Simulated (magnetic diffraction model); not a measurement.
**Solving a magnetic structure from powder neutron data: Dy3Ni7C2**

Space group P6_3/mmc (no. 194), a = 5.1520 Å, c = 14.2200 Å.

```csv
site,atom,x,y,z
2d,Dy,1/3,2/3,3/4
4f,Dy,2/3,1/3,0.4689
12k,Ni,0.3357,0.1678,0.8511
2a,Ni,0,0,0
2b,C,0,0,1/4
2c,C,1/3,2/3,1/4
```

The compound is invented for this exercise: a known structure type with other elements, its cell scaled to their sizes and not relaxed.

Only Dy is taken to order (form factors of Dy3+); orders and moment sizes are assumed, and not adapted to the symmetry. Radiation: neutrons of λ = 1.8 Å (absorption by Dy left out), 3° to 65°; isotropic B of 0.23 Å² (Dy), 0.27 Å² (Ni) and 0.5 Å² (C). Simulated constant-wavelength pattern: nuclear and magnetic terms add, the magnetic one as |2.695 fm × Σ f S⊥ exp(2πi Q·r) exp(−B s²)|², summed over all Q at one angle with the factor 1/(sin²θ cos θ). For collinear order S is the moment m, which repeats by lattice and centring translations R with the sign exp(−2πi k·R). Free-ion form factors, Sears's scattering lengths of 1992, no absorption; a label names one of the reflections at its angle. The strongest nuclear line in the range is 100, and lines under 0.2 are left out.

Above the ordering temperature:

```csv
2θ (°),index,I
14.54,(0 0 2),1.3
27.55,(1 0 2),0.5
29.33,(0 0 4),1.3
37.77,(1 0 4),5.8
40.90,(1 1 0),32.3
43.63,(1 1 2),6.2
44.08,(1 0 5),51.7
44.64,(0 0 6),5.6
47.59,(2 0 0),15.6
48.20,(2 0 1),55.7
50.03,(2 0 2),1.3
50.94,(1 0 6),4.2
51.12,(1 1 4),100.0
52.96,(2 0 3),8.8
56.89,(2 0 4),4.3
58.26,(1 0 7),2.7
60.84,(0 0 8),7.5
61.69,(2 0 5),4.5
62.13,(1 1 6),5.6
```

Below it (cell unchanged):

| 2θ (°) | I |
| --- | --- |
| 11.58 | 108.4 |
| 13.68 | 12.0 |
| 14.54 | 1.3 |
| 18.63 | 7.8 |
| 21.42 | 7.7 |
| 27.55 | 0.5 |
| 29.33 | 1.3 |
| 30.95 | 19.2 |
| 31.63 | 21.4 |
| 31.83 | 2.7 |
| 34.36 | 2.8 |
| 36.01 | 5.5 |
| 37.77 | 5.8 |
| 38.80 | 5.4 |
| 40.90 | 32.3 |
| 42.38 | 14.8 |
| 42.65 | 4.9 |
| 43.16 | 16.1 |
| 43.32 | 0.7 |
| 43.63 | 6.2 |
| 44.08 | 51.7 |
| 44.64 | 5.6 |
| 45.29 | 0.8 |
| 47.59 | 15.6 |
| 48.20 | 55.7 |
| 48.91 | 5.1 |
| 50.03 | 1.3 |
| 50.94 | 4.2 |
| 51.12 | 100.0 |
| 51.93 | 9.5 |
| 52.16 | 6.8 |
| 52.60 | 6.7 |
| 52.74 | 1.0 |
| 52.96 | 8.8 |
| 54.05 | 0.3 |
| 54.45 | 1.0 |
(The table stops after 36 lines; 16 more lie at higher angle.)

**Question.** Check that the new lines index with k = (1/2 1/2 0), then choose among these models:
A. collinear moments along [120], 8.4 μB on Dy; signs + at (1/3, 2/3, 3/4), − at (2/3, 1/3, 1/4), − at (2/3, 1/3, 0.4689), + at (1/3, 2/3, 0.9689), + at (1/3, 2/3, 0.5311), − at (2/3, 1/3, 0.0311)
B. collinear moments along [001], 8.4 μB on Dy; signs + at (1/3, 2/3, 3/4), − at (2/3, 1/3, 1/4), − at (2/3, 1/3, 0.4689), + at (1/3, 2/3, 0.9689), + at (1/3, 2/3, 0.5311), − at (2/3, 1/3, 0.0311)
C. collinear moments along [120], 8.4 μB on Dy; signs + at (1/3, 2/3, 3/4), + at (2/3, 1/3, 1/4), − at (2/3, 1/3, 0.4689), − at (1/3, 2/3, 0.9689), − at (1/3, 2/3, 0.5311), − at (2/3, 1/3, 0.0311)
D. collinear moments along [001], 8.4 μB on Dy; signs + at (1/3, 2/3, 3/4), + at (2/3, 1/3, 1/4), − at (2/3, 1/3, 0.4689), − at (1/3, 2/3, 0.9689), − at (1/3, 2/3, 0.5311), − at (2/3, 1/3, 0.0311)

The new lines index as (1/2 -1/2 0) at 11.58°, (1/2 -1/2 1) at 13.68°, (1/2 -1/2 2) at 18.63° and (1/2 1/2 1) at 21.42°, that is as H ± k with k = (1/2 1/2 0), one of 3 inequivalent arms of its star (k and −k counted as one), which a powder can't tell apart. Half indices mean that the moments reverse under translations with k·R a half-integer, and the magnetic cell has twice the primitive volume.

Magnetic intensity, observed (below minus above) and for each model:

| 2θ (°) | index | observed | A | B | C | D |
| --- | --- | --- | --- | --- | --- | --- |
| 11.58 | (1/2 -1/2 0) | 108.4 | 108.4 | 144.6 | 4.0 | 5.3 |
| 18.63 | (1/2 -1/2 2) | 7.8 | 7.8 | 3.4 | 29.3 | 12.6 |
| 21.42 | (1/2 1/2 1) | 7.7 | 7.7 | 20.3 | <0.2 | <0.2 |
| 24.83 | (1/2 -1/2 3) | <0.2 | <0.2 | <0.2 | 27.2 | 6.3 |
| 24.92 | (1/2 1/2 2) | <0.2 | <0.2 | <0.2 | 35.4 | 45.7 |
| 30.95 | (3/2 -1/2 0) | 19.2 | 19.2 | 35.8 | 0.7 | 1.3 |
| 31.63 | (1/2 -1/2 4) | 21.4 | 21.4 | 3.0 | 0.2 | <0.2 |
| 38.29 | (3/2 -3/2 2) | <0.2 | <0.2 | <0.2 | 20.7 | 22.4 |

Model A matches.

The structure used: k = (1/2 1/2 0), collinear moments along [120], 8.4 μB on Dy; signs + at (1/3, 2/3, 3/4), − at (2/3, 1/3, 1/4), − at (2/3, 1/3, 0.4689), + at (1/3, 2/3, 0.9689), + at (1/3, 2/3, 0.5311), − at (2/3, 1/3, 0.0311).

[Logs are printed without paths, hosts, clocks, repeated set-up lines and the standing remarks that a program may print on its own settings, such as how far it seeks lower states.]
